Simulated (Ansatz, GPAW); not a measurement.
# A 8-layer slab of Pt(100): converging a work function, part 2 of 3

How do cutoff, mesh, smearing and the dipole layer change the work function of a 8-layer slab of Pt(100)?

GPAW 26.7.0 and Ansatz 0.2.0; Ansatz plane waves; slab in vacuum with a dipole correction, relaxation (the session's first sound run).

So far, upper work function (eV): step 2 (relaxing the atoms) 5.69.

## (3) Plane waves, PBE

With the geometry fixed, the planar mean of the potential gives the vacuum level on each side.

This step: GPAW, PAW setups; slab in vacuum (GPAW 26.7.0).

Contents of run.py:

```python
import json
import numpy as np
from ase import Atoms
from gpaw import GPAW, PW

slab = Atoms(
    ['Pt', 'Pt', 'Pt', 'Pt', 'Pt', 'Pt', 'Pt', 'Pt'],
    positions=[
        [1.38593, 1.38593, 9.00000],
        [0.00000, 0.00000, 10.96000],
        [1.38593, 1.38593, 12.92000],
        [0.00000, 0.00000, 14.88000],
        [1.38593, 1.38593, 16.91010],
        [0.00000, 0.00000, 18.93366],
        [1.38593, 1.38593, 20.94627],
        [0.00000, 0.00000, 22.91137]],
    cell=[[2.77186, 0.0, 0.0], [0.0, 2.77186, 0.0], [0.0, 0.0, 31.72]],
    pbc=[True, True, False])

slab.calc = GPAW(mode=PW(400), xc='PBE', kpts={'size': (11, 11, 1), 'gamma': True},
                 occupations={'name': 'fermi-dirac', 'width': 0.1}, nbands='160%',
                 convergence={'density': 1e-05}, maxiter=200,
                 poissonsolver={'dipolelayer': 'xy'},
                 symmetry={'tolerance': 1e-3}, txt='slab.txt')
result = {}
energy = slab.get_potential_energy()
fermi = slab.calc.get_fermi_level()
v = slab.calc.get_electrostatic_potential().mean((0, 1)) - fermi
n = slab.calc.get_pseudo_density().mean((0, 1))
L = slab.cell[2, 2]
z = np.arange(len(v)) * L / len(v)
low, high = slab.positions[:, 2].min(), slab.positions[:, 2].max()
below, above = np.interp([low - 6.8, high + 6.8], z, v)
slopes = [np.interp(x, z, np.gradient(v, z)) for x in (low - 6.8, high + 6.8)]
eps = np.array([[slab.calc.get_eigenvalues(k, s) for k in range(len(slab.calc.get_ibz_k_points()))]
                for s in range(slab.calc.get_number_of_spins())]) - fermi
top, bottom = eps[eps < 0].max(), eps[eps > 0].min()
dipole = slab.get_dipole_moment()[2]
print(f'energy {energy:.4f} eV, Fermi level {fermi:.4f} eV, dipole {dipole:.5f} e A')
print(f'potential 6.8 A off the faces, from the Fermi level: lower {below:.4f} eV, upper {above:.4f} eV')
print(f'slope of the potential there: lower {slopes[0]:.5f}, upper {slopes[1]:.5f} eV/A')
print(f'nearest levels on the mesh: {top:.4f} and {bottom:.4f} eV')
print('magnetic moment', round(slab.get_magnetic_moment(), 3))
result.update(energy=energy, fermi=fermi, dipole=dipole, below=below, above=above, slopes=slopes, edges=[top, bottom],
              z=z.tolist(), v=v.tolist(), n=n.tolist(), positions=slab.positions.tolist(),
              forces=slab.get_forces(apply_constraint=False).tolist(), moments=slab.get_magnetic_moments().tolist())
json.dump(result, open('result.json', 'w'))
```

The run is started by

```sh
OMP_NUM_THREADS=1 OPENBLAS_NUM_THREADS=1 python run.py
```

Log:

```text
energy -49.4558 eV, Fermi level 3.0966 eV, dipole -0.00034 e A
potential 6.8 A off the faces, from the Fermi level: lower 5.6540 eV, upper 5.6614 eV
slope of the potential there: lower -0.00018, upper -0.00003 eV/A
nearest levels on the mesh: -0.0203 and 0.0034 eV
magnetic moment 0.0
```

The job ended after 26 min (1 thread of Arm Neoverse V1, shared host; peak memory 0.37 GiB).

Numbers from this step:

```yaml
dipole_along_the_normal: -3.37e-4 e·Å
levels_nearest_the_fermi_level_on_the_mesh: -0.02029, 0.003362 eV from the Fermi level
upper_work_function: 5.661 eV
lower_work_function: 5.654 eV
```

The electrostatic potential energy of an electron (without an applied field's), less the Fermi level, planar mean oscillates, so the rows of the table below give means over windows of 2 Å about each position, cut where the curve ends. Its maxima inside the range that stand out by 2 % of the span (Å: eV): 9.9: -2.60, 12.0: -2.91, 13.9: -2.85, 15.9: -2.00, 17.9: -2.01, 20.0: -2.18, 21.9: -2.48. Its minima: 9.0: -22.3, 11.0: -22.8, 12.9: -23.0, 14.9: -22.9, 16.9: -22.8, 18.9: -22.7, 20.9: -22.9, 22.9: -22.4.

Table of electrostatic potential energy of an electron (without an applied field's), less the Fermi level, planar mean by z; means over each step:

z (Å), electrostatic potential energy of an electron (without an applied field's), less the Fermi level, planar mean (eV) and a bar from the least value:
```
     1.00        5.7 ##############################
     3.00        5.7 ##############################
     5.00        5.7 ##############################
     7.00        4.9 #############################
     9.00      -10.9 ##
    11.00      -11.9 
    13.00      -12.0 
    15.00      -11.7 
    17.00      -11.6 #
    19.00      -11.7 #
    21.00      -11.7 
    23.00      -10.7 ##
    25.00        5.1 #############################
    27.00        5.7 ##############################
    29.00        5.7 ##############################
    31.00        5.7 ##############################
```

The pseudo valence density, planar mean oscillates, so the rows of the table below give means over windows of 1.94 Å about each position, cut where the curve ends. Its maxima inside the range that stand out by 2 % of the span (Å: e/Å³): 9.1: 2.06, 11.0: 2.10, 12.9: 2.11, 14.9: 2.11, 16.8: 2.05, 19.0: 2.08, 20.9: 2.11, 22.9: 2.08. Its minima: 9.9: 0.432, 11.9: 0.433, 13.8: 0.436, 16.0: 0.393, 17.9: 0.390, 19.9: 0.406, 22.0: 0.434.

Pseudo valence density, planar mean against z; means over each step:

z (Å), pseudo valence density, planar mean (e/Å³) and a bar:
```
     4.85       0.00 
     6.79       0.02 
     8.73       0.99 ############################
    10.67       1.07 ##############################
    12.61       1.07 ##############################
    14.55       1.06 ##############################
    16.49       1.04 #############################
    18.43       1.04 #############################
    20.37       1.03 #############################
    22.31       1.05 ##############################
    24.25       0.22 ######
    26.19       0.00 
    28.13       0.00
```

Force by atom:

```tsv
atom	x (eV/Å)	y (eV/Å)	z (eV/Å)	size
Pt1	0.000	0.000	-0.080	0.080
Pt2	0.000	0.000	-0.299	0.299
Pt3	0.000	0.000	-0.053	0.053
Pt4	0.000	0.000	0.446	0.446
Pt5	0.000	0.000	0.002	0.002
Pt6	0.000	0.000	-0.003	0.003
Pt7	0.000	0.000	-0.021	0.021
Pt8	0.000	0.000	0.013	0.013
```

The potential is flat to 1.8e-4 eV/Å where it is read, so the vacuum is wide enough. The geometry is the other program's minimum; here the largest force on a free atom is 0.021 eV/Å.

## (4) Cutoff 200

The cutoff limits how sharply the smooth valence waves can vary, which tells mostly near the atoms.

Edit run.py of step 3 so:

```diff
@@ -19,3 +19,3 @@
 
-slab.calc = GPAW(mode=PW(400), xc='PBE', kpts={'size': (11, 11, 1), 'gamma': True},
+slab.calc = GPAW(mode=PW(200), xc='PBE', kpts={'size': (11, 11, 1), 'gamma': True},
                  occupations={'name': 'fermi-dirac', 'width': 0.1}, nbands='160%',
```

Log:

```text
energy -41.2155 eV, Fermi level 3.1685 eV, dipole -0.00005 e A
potential 6.8 A off the faces, from the Fermi level: lower 5.7075 eV, upper 5.7212 eV
slope of the potential there: lower -0.00003, upper 0.00075 eV/A
nearest levels on the mesh: -0.0135 and 0.0014 eV
magnetic moment 0.0
```

Wall time 8.3 min (1 thread); peak memory 0.21 GiB.

The run finished. A setting was moved off its sound value on purpose, so it serves as a test and not as the result.

The fault put into the input: a cutoff under that of the base run: the energy of the cell lies 8.2 eV from the base value (ecut = 200).

The two runs compared:

```tsv
quantity	this run	sound run	difference
upper work function (eV)	5.7212	5.6614	0.0598
lower work function (eV)	5.7075	5.6540	0.0535
```

The two runs differ clearly in the upper work function: 5.72 eV against 5.66 eV.

## (5) Cutoff 300

The cutoff limits how sharply the smooth valence waves can vary, which tells mostly near the atoms.

Edit run.py of step 4 so:

```diff
@@ -19,3 +19,3 @@
 
-slab.calc = GPAW(mode=PW(200), xc='PBE', kpts={'size': (11, 11, 1), 'gamma': True},
+slab.calc = GPAW(mode=PW(300), xc='PBE', kpts={'size': (11, 11, 1), 'gamma': True},
                  occupations={'name': 'fermi-dirac', 'width': 0.1}, nbands='160%',
```

Log:

```text
energy -47.0432 eV, Fermi level 3.1040 eV, dipole -0.00046 e A
potential 6.8 A off the faces, from the Fermi level: lower 5.6751 eV, upper 5.6806 eV
slope of the potential there: lower -0.00111, upper 0.00038 eV/A
nearest levels on the mesh: -0.0166 and 0.0050 eV
magnetic moment 0.0
```

Run time: 14 min. Hardware: 1 thread; peak memory 0.28 GiB.

The run finished. A setting was moved off its sound value on purpose, so it serves as a test and not as the result.

The fault put into the input: a cutoff under that of the base run: the energy of the cell lies 2.4 eV from the base value (ecut = 300).

The two runs compared:

```tsv
quantity	this run	sound run	difference
upper work function (eV)	5.6806	5.6614	0.0192
lower work function (eV)	5.6751	5.6540	0.0211
```

## (6) Cutoff 700: ecut = 700

The cutoff limits how sharply the smooth valence waves can vary, which tells mostly near the atoms.

Edit run.py of step 5 so:

```diff
@@ -19,3 +19,3 @@
 
-slab.calc = GPAW(mode=PW(300), xc='PBE', kpts={'size': (11, 11, 1), 'gamma': True},
+slab.calc = GPAW(mode=PW(700), xc='PBE', kpts={'size': (11, 11, 1), 'gamma': True},
                  occupations={'name': 'fermi-dirac', 'width': 0.1}, nbands='160%',
```

Log:

```text
energy -49.7301 eV, Fermi level 3.0948 eV, dipole -0.00028 e A
potential 6.8 A off the faces, from the Fermi level: lower 5.6524 eV, upper 5.6601 eV
slope of the potential there: lower -0.00003, upper -0.00010 eV/A
nearest levels on the mesh: -0.0207 and 0.0036 eV
magnetic moment 0.0
```

It took 51 min on 1 thread; peak memory 0.69 GiB.

This step gave:

```
dipole along the normal                    : -2.81e-4 e·Å
levels nearest the Fermi level on the mesh : -0.02070, 0.003557 eV from the Fermi level
upper work function                        : 5.660 eV
lower work function                        : 5.652 eV
```

The electrostatic potential energy of an electron (without an applied field's), less the Fermi level, planar mean oscillates, so the rows of the table below give means over windows of 2.02 Å about each position, cut where the curve ends. Its maxima inside the range that stand out by 2 % of the span (Å: eV): 10.0: -2.53, 12.0: -2.91, 13.8: -2.99, 15.9: -1.99, 17.9: -2.06, 19.9: -2.21, 21.9: -2.44. Its minima: 9.0: -22.4, 10.9: -22.9, 12.9: -23.0, 14.9: -22.9, 16.9: -22.8, 18.9: -22.9, 21.0: -22.9, 23.0: -22.1.

Electrostatic potential energy of an electron (without an applied field's), less the Fermi level, planar mean against z; means over each step:

```tsv
z (Å)	electrostatic potential energy of an electron (without an applied field's), less the Fermi level, planar mean (eV)
1.01	5.65
3.03	5.65
5.05	5.65
7.07	4.73
9.09	-11.0
11.11	-11.8
13.13	-11.9
15.15	-11.6
17.17	-11.5
19.19	-11.6
21.21	-11.7
23.23	-9.75
25.25	5.37
27.27	5.66
29.29	5.66
31.31	5.66
```

The pseudo valence density, planar mean oscillates, so the rows of the table below give means over windows of 1.94 Å about each position, cut where the curve ends. Its maxima inside the range that stand out by 2 % of the span (Å: e/Å³): 9.1: 2.06, 11.0: 2.10, 12.9: 2.11, 14.9: 2.11, 16.8: 2.05, 18.9: 2.11, 20.9: 2.07, 23.0: 2.05. Its minima: 10.0: 0.429, 12.0: 0.428, 13.9: 0.426, 15.9: 0.387, 18.0: 0.392, 19.9: 0.397, 21.8: 0.430.

The pseudo valence density, planar mean by z; means over each step:

z (Å), pseudo valence density, planar mean (e/Å³) and a bar:
```
     4.85       0.00 
     6.79       0.02 
     8.73       0.99 ############################
    10.67       1.07 ##############################
    12.61       1.07 ##############################
    14.55       1.06 ##############################
    16.49       1.04 #############################
    18.43       1.04 #############################
    20.37       1.04 #############################
    22.31       1.05 ##############################
    24.25       0.21 ######
    26.19       0.00 
    28.13       0.00
```

Force by atom:

```tsv
atom	x (eV/Å)	y (eV/Å)	z (eV/Å)	size
Pt1	0.000	0.000	-0.080	0.080
Pt2	0.000	0.000	-0.300	0.300
Pt3	0.000	0.000	-0.054	0.054
Pt4	0.000	0.000	0.445	0.445
Pt5	0.000	0.000	0.003	0.003
Pt6	0.000	0.000	-0.003	0.003
Pt7	0.000	0.000	-0.021	0.021
Pt8	0.000	0.000	0.011	0.011
```

The upper face's work function is 5.660 eV, against 5.661 eV in the first plane-wave PBE run at this geometry.

## (7) K mesh 4×4

The mesh in the plane samples the bands: a metal's Fermi level needs it dense, and band edges must lie on it.

Edit run.py of step 6 so:

```diff
@@ -19,3 +19,3 @@
 
-slab.calc = GPAW(mode=PW(700), xc='PBE', kpts={'size': (11, 11, 1), 'gamma': True},
+slab.calc = GPAW(mode=PW(400), xc='PBE', kpts={'size': (4, 4, 1), 'gamma': True},
                  occupations={'name': 'fermi-dirac', 'width': 0.1}, nbands='160%',
```

Log:

```text
energy -50.1572 eV, Fermi level 3.1691 eV, dipole -0.00005 e A
potential 6.8 A off the faces, from the Fermi level: lower 5.6149 eV, upper 5.6157 eV
slope of the potential there: lower -0.00018, upper -0.00001 eV/A
nearest levels on the mesh: -0.0041 and 0.0198 eV
magnetic moment 0.0
```

The job ended after 5.3 min (1 thread; peak memory 0.25 GiB).

The run finished with changed settings (kpts = [4, 4]); it serves as a test.

Side by side:

```tsv
quantity	this run	sound run	difference
upper work function (eV)	5.6157	5.6614	-0.0458
lower work function (eV)	5.6149	5.6540	-0.0390
```

The two runs differ clearly in the upper work function: 5.62 eV against 5.66 eV.

## (8) K mesh 7×7

The mesh in the plane samples the bands: a metal's Fermi level needs it dense, and band edges must lie on it.

Edit run.py of step 7 so:

```diff
@@ -19,3 +19,3 @@
 
-slab.calc = GPAW(mode=PW(400), xc='PBE', kpts={'size': (4, 4, 1), 'gamma': True},
+slab.calc = GPAW(mode=PW(400), xc='PBE', kpts={'size': (7, 7, 1), 'gamma': True},
                  occupations={'name': 'fermi-dirac', 'width': 0.1}, nbands='160%',
```

Log:

```text
energy -49.4803 eV, Fermi level 3.1393 eV, dipole -0.00034 e A
potential 6.8 A off the faces, from the Fermi level: lower 5.6086 eV, upper 5.6158 eV
slope of the potential there: lower 0.00000, upper -0.00005 eV/A
nearest levels on the mesh: -0.0012 and 0.0148 eV
magnetic moment 0.0
```

The job ended after 11 min (1 thread; peak memory 0.28 GiB).

The run finished with changed settings (kpts = [7, 7]); it serves as a test.

The two runs compared:

```tsv
quantity	this run	sound run	difference
upper work function (eV)	5.6158	5.6614	-0.0456
lower work function (eV)	5.6086	5.6540	-0.0454
```

One result that differs is the upper work function, 5.62 eV against 5.66 eV.

## (9) K mesh 16×16: kpts = [16, 16]

The mesh in the plane samples the bands: a metal's Fermi level needs it dense, and band edges must lie on it.

Edit run.py of step 8 so:

```diff
@@ -19,3 +19,3 @@
 
-slab.calc = GPAW(mode=PW(400), xc='PBE', kpts={'size': (7, 7, 1), 'gamma': True},
+slab.calc = GPAW(mode=PW(400), xc='PBE', kpts={'size': (16, 16, 1), 'gamma': True},
                  occupations={'name': 'fermi-dirac', 'width': 0.1}, nbands='160%',
```

Log:

```text
energy -49.4523 eV, Fermi level 3.1076 eV, dipole -0.00038 e A
potential 6.8 A off the faces, from the Fermi level: lower 5.6418 eV, upper 5.6503 eV
slope of the potential there: lower -0.00013, upper -0.00009 eV/A
nearest levels on the mesh: -0.0002 and 0.0017 eV
magnetic moment 0.0
```

The job ended after 41 min (1 thread; peak memory 0.57 GiB).

Numbers from this step:

```yaml
dipole_along_the_normal: -3.82e-4 e·Å
levels_nearest_the_fermi_level_on_the_mesh: -2.11e-4, 0.001724 eV from the Fermi level
upper_work_function: 5.650 eV
lower_work_function: 5.642 eV
```

The electrostatic potential energy of an electron (without an applied field's), less the Fermi level, planar mean oscillates, so the rows of the table below give means over windows of 2 Å about each position, cut where the curve ends. Its maxima inside the range that stand out by 2 % of the span (Å: eV): 9.9: -2.61, 12.0: -2.92, 13.9: -2.85, 15.9: -2.00, 17.9: -2.02, 20.0: -2.19, 21.9: -2.49. Its minima: 9.0: -22.3, 11.0: -22.8, 12.9: -23.0, 14.9: -22.9, 16.9: -22.8, 18.9: -22.7, 20.9: -22.9, 22.9: -22.4.

Electrostatic potential energy of an electron (without an applied field's), less the Fermi level, planar mean against z; means over each step:

```tsv
z (Å)	electrostatic potential energy of an electron (without an applied field's), less the Fermi level, planar mean (eV)
1.00	5.64
3.00	5.64
5.00	5.64
7.00	4.92
9.00	-10.9
11.00	-11.9
13.00	-12.0
15.00	-11.7
17.00	-11.6
19.00	-11.7
21.00	-11.8
23.00	-10.7
25.00	5.09
27.00	5.65
29.00	5.65
31.00	5.65
```

The upper face's work function is 5.650 eV, against 5.661 eV in the first plane-wave PBE run at this geometry.

## (10) Scheme Methfessel-Paxton of order 0 (Gaussian), smearing 0.1

Smearing changes the occupations near the Fermi level, and with them the level itself. Smearing helps the SCF of a metal converge, but it blurs occupations at band edges near the Fermi level.

Edit run.py of step 9 so:

```diff
@@ -19,4 +19,4 @@
 
-slab.calc = GPAW(mode=PW(400), xc='PBE', kpts={'size': (16, 16, 1), 'gamma': True},
-                 occupations={'name': 'fermi-dirac', 'width': 0.1}, nbands='160%',
+slab.calc = GPAW(mode=PW(400), xc='PBE', kpts={'size': (11, 11, 1), 'gamma': True},
+                 occupations={'name': 'methfessel-paxton', 'width': 0.1}, nbands='160%',
                  convergence={'density': 1e-05}, maxiter=200,
```

Log:

```text
energy -49.4251 eV, Fermi level 3.0805 eV, dipole -0.00031 e A
potential 6.8 A off the faces, from the Fermi level: lower 5.6742 eV, upper 5.6809 eV
slope of the potential there: lower -0.00008, upper -0.00004 eV/A
nearest levels on the mesh: -0.0107 and 0.0154 eV
magnetic moment 0.0
```

The job ended after 22 min (1 thread; peak memory 0.37 GiB).

This step gave:

```yaml
dipole_along_the_normal: -3.10e-4 e·Å
levels_nearest_the_fermi_level_on_the_mesh: -0.01071, 0.01541 eV from the Fermi level
upper_work_function: 5.681 eV
lower_work_function: 5.674 eV
```

(Part 2 of 3 ends here.)

[Logs are printed without paths, hosts, clocks, repeated set-up lines and the standing remarks that a program may print on its own settings, such as how far it seeks lower states.]

[Hosts, paths, dates, database ids (printed as entryN), source tags and the programs' standing remarks are cut or masked in the printed files.]
